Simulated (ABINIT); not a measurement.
# Beyond one shot: BP (F-43m), part 3 of 3

Aim: iterate the self-energy on BP (F-43m) and follow the gap from cycle to cycle.

ABINIT 10.8.3; PBE and many-body steps on it, plane waves. Known limits of the many-body steps: not at the basis limit.

So far. Step 7 (evGW0, cycle 3): Against the cycle before, the gap moves by +0.001 eV. Step 10 (evGW, cycle 1): Against G0W0 in ABINIT (6×6×6 mesh, 25 bands, screening to 106.1 eV, Godby-Needs plasmon pole), the gap moves by +0.210 eV.

**12. Screening, 6×6×6 mesh, 25 bands, screening to 106.1 eV**

This step: RPA screening on PBE from quasiparticle energies, plane waves, norm-conserving pseudopotentials.

Input file run.abi:

```
acell 3*1.0 Angstrom
rprim 
  0.000000000000 2.269000000000 2.269000000000
  2.269000000000 0.000000000000 2.269000000000
  2.269000000000 2.269000000000 0.000000000000
ntypat 2
znucl 5 15
natom 2
typat 1 2
xred 
  0.000000000000 0.000000000000 0.000000000000
  0.250000000000 0.250000000000 0.250000000000
pp_dirpath "pseudos"
pseudos "B.upf, P.upf"
ecut 34
ngkpt 6 6 6
nshiftk 1
shiftk 0 0 0
kptopt 1
chksymbreak 0
istwfk *1
occopt 1
irdwfk 1
optdriver 3
nband 25
ecuteps 3.9
inclvkb 2
awtr 1
symchi 1
irdqps 1
gwcalctyp 10
nqptdm 15
qptdm 
  0.1666666667 0.0000000000 0.0000000000
  0.3333333333 0.0000000000 0.0000000000
  0.5000000000 0.0000000000 0.0000000000
  0.1666666667 0.1666666667 0.0000000000
  0.3333333333 0.1666666667 0.0000000000
  0.5000000000 0.1666666667 0.0000000000
  -0.3333333333 0.1666666667 0.0000000000
  -0.1666666667 0.1666666667 0.0000000000
  0.3333333333 0.3333333333 0.0000000000
  0.5000000000 0.3333333333 0.0000000000
  -0.3333333333 0.3333333333 0.0000000000
  0.5000000000 0.5000000000 0.0000000000
  0.5000000000 0.3333333333 0.1666666667
  -0.3333333333 0.3333333333 0.1666666667
  -0.3333333333 0.5000000000 0.1666666667
indata_prefix "in"
outdata_prefix "out"
tmpdata_prefix "tmp"
```

Input file mrgscr.stdin:

```
2
merged
q0_SCR
out_SCR
1
```

Launch:

```bash
OMP_NUM_THREADS=1 mpirun -n 4 abinit run.abi > log; mrgscr < mrgscr.stdin
```

Numbers of over 12 decimals in the logs are rounded to 6 here.

Log:

```text
.Version 10.8.3 of ABINIT. v10.8.2 released Aug 2026.

 Symmetries : space group F-4 3 m (#216); Bravais cF (face-center cubic)
[... echo of the input left out ...]
== DATASET  1 ==================================================================
-   mpi_nproc: 4, omp_nthreads: 1 (-1 if OMP is not activated)

--- !DatasetInfo
iteration_state: {dtset: 1, }
dimensions: {natom: 2, nkpt: 16, mband: 25, nsppol: 1, nspinor: 1, nspden: 1, mpw: 1524, }
cutoff_energies: {ecut:  34.0, pawecutdg:  -1.0, }
[...]
q-point number  1        q = ( 0.166667, 0.000000, 0.000000) [r.l.u.]
--------------------------------------------------------------------------------
[... chi0 elements left out ...]
  Average fulfillment of the sum rule on Im[epsilon] for q-point    2 :     96.09  [%]

--------------------------------------------------------------------------------
  q-point number  2        q = ( 0.333333, 0.000000, 0.000000) [r.l.u.]
--------------------------------------------------------------------------------
[... chi0 elements left out ...]
  Average fulfillment of the sum rule on Im[epsilon] for q-point    3 :     82.05  [%]

 [... 13 further q-points ...]
```

It took 9.4 s on 4 MPI ranks of Arm Neoverse V1, shared host; peak memory 0.41 GiB; 37 s of CPU time.

This step gave:

| Property | Result |
| --- | --- |
| plasma frequency | 21.73 eV |
| plane waves in the screening matrix | 59 |

This screening reads the quasiparticle levels of the cycle before.

**13. evGW, cycle 2**

This step: evGW on PBE, plane waves, norm-conserving pseudopotentials.

Changes to run.abi since step 12:

```diff
@@ -23,12 +23,10 @@
 irdwfk 1
-optdriver 3
+optdriver 4
 nband 25
-ecuteps 3.9
-inclvkb 2
-awtr 1
-symchi 1
-irdqps 1
 gwcalctyp 10
-nqptdm 15
-qptdm 
+ecutsigx 34
+symsigma 1
+nkptgw 16
+kptgw 
+  0.0000000000 0.0000000000 0.0000000000
   0.1666666667 0.0000000000 0.0000000000
@@ -48,2 +46,23 @@
   -0.3333333333 0.5000000000 0.1666666667
+bdgw 
+  1 8
+  1 8
+  1 8
+  1 8
+  1 8
+  1 8
+  1 8
+  1 8
+  1 8
+  1 8
+  1 8
+  1 8
+  1 8
+  1 8
+  1 8
+  1 8
+ecuteps 3.9
+irdscr 1
+ppmodel 1
+irdqps 1
 indata_prefix "in"
```

Launch:

```bash
OMP_NUM_THREADS=1 mpirun -n 4 abinit run.abi > log
```

Log:

```text
.Version 10.8.3 of ABINIT. v10.8.2 released Aug 2026.

 Symmetries : space group F-4 3 m (#216); Bravais cF (face-center cubic)
[... echo of the input left out ...]
== DATASET  1 ==================================================================
-   mpi_nproc: 4, omp_nthreads: 1 (-1 if OMP is not activated)

--- !DatasetInfo
iteration_state: {dtset: 1, }
dimensions: {natom: 2, nkpt: 16, mband: 25, nsppol: 1, nspinor: 1, nspden: 1, mpw: 1524, }
cutoff_energies: {ecut:  34.0, pawecutdg:  -1.0, }
[...]
.  kptgw no:  3; Maximum DeltaE = (   0.005  -0.006) for band index:  1
[...]
.  kptgw no: 15; Maximum DeltaE = (  -0.010   0.000) for band index:  3
.  kptgw no: 16; Maximum DeltaE = (  -0.013  -0.000) for band index:  2

== END DATASET(S) ==============================================================
================================================================================

 -outvars: echo values of variables after computation  --------
           etotal      0.0000000000E+00
            nband          25
             nkpt          16
          spgroup         216
 [... the other variables as echoed above ...]

 Calculation completed.
```

It took 30 s on 4 MPI ranks; peak memory 0.66 GiB; 2 min of CPU time.

This step gave:

| Quantity | Value |
| --- | --- |
| quasiparticle gap on the mesh | 2.146 eV |
| gap of the density functional on the mesh | 1.347 eV |
| k of the valence top | 0, 0, 0 |
| k of the conduction bottom | 0.5, 0.5, 0 |
| least direct quasiparticle gap on the computed points | 4.494 eV |

Against the cycle before, the gap moves by +0.010 eV.

**14. Side by side**

Times are wall times on 4 MPI ranks of Arm Neoverse V1, shared host, good to a factor of about two. A run's time includes the screening step that it read.

```
           run   mesh  bands  screening cutoff (eV)  DFT gap (eV)  gap on the mesh (eV)  direct (eV)  ε∞ used  time
          G0W0  6×6×6     25                  106.1         1.347                 1.926        4.234     9.73  12 s
evGW0, cycle 1  6×6×6     25                  106.1         1.347                 2.065        4.445     9.73  40 s
evGW0, cycle 2  6×6×6     25                  106.1         1.347                 2.013        4.337     9.73  40 s
evGW0, cycle 3  6×6×6     25                  106.1         1.347                 2.014        4.347     9.73  40 s
 evGW, cycle 1  6×6×6     25                  106.1         1.347                 2.136        4.483     8.42  43 s
 evGW, cycle 2  6×6×6     25                  106.1         1.347                 2.146        4.494     8.25  42 s
```

**15. What came out**

```yaml
g0w0: 1.926 eV
evgw0_cycle_1: 2.065 eV
evgw0_cycle_2: 2.013 eV
evgw0_cycle_3: 2.014 eV
evgw_cycle_1: 2.136 eV
evgw_cycle_2: 2.146 eV
known_limits: not at the basis limit
```

**Reading.** Only the bands that the input lists are updated; the others, empty or deep, keep the functional's energies or take a rigid shift. The evGW loop starts from the last levels of evGW0, so its cycles and time come on top of those. evGW0 ends at 2.01 eV, +0.09 eV from G0W0, after 3 cycles that took 90 s beside the first screening; the last moved the gap by 0.001 eV. evGW ends at 2.15 eV, +0.22 eV from G0W0, after 2 cycles that took 85 s beside the first screening; the last moved the gap by 0.010 eV. The first cycle of evGW0 takes the full correction, without the factor Z, so it overshoots the one-shot value. Bands and cutoff are finite, so the gap is not at the basis limit. The miss can reach some tenths of an eV and take either sign; the mesh is an error of its own. A denser mesh or path gives a starting gap of 1.26 eV: the GW mesh misses a band edge, so its gaps are not the fundamental one. In the updated screening the q = 0 part is built from Kohn-Sham bands under a rigid shift, the other q from the quasiparticle levels.

[Paths, hosts, dates, memory and timing lines, banners, echoed tables and standing remarks are left out of the program output.]

[Logs are printed without paths, hosts, clocks, repeated set-up lines and the standing remarks that a program may print on its own settings, such as how far it seeks lower states.]

[Runs of the session that timed out or met a known fault of the program may be left out.]

[Hosts, paths, dates, database ids (printed as entryN), source tags and the programs' standing remarks are cut or masked in the printed files.]

[G0W0 gaps are taken among the corrected bands and points alone; a level outside them can change the order at an edge.]

[Where Ansatz stands beside ABINIT at settings called matched, ABINIT's density can come from a denser mesh and the files from another edition; pairs whose starting gaps differed by over 0.03 eV were left out, so agreement reads better than it is.]
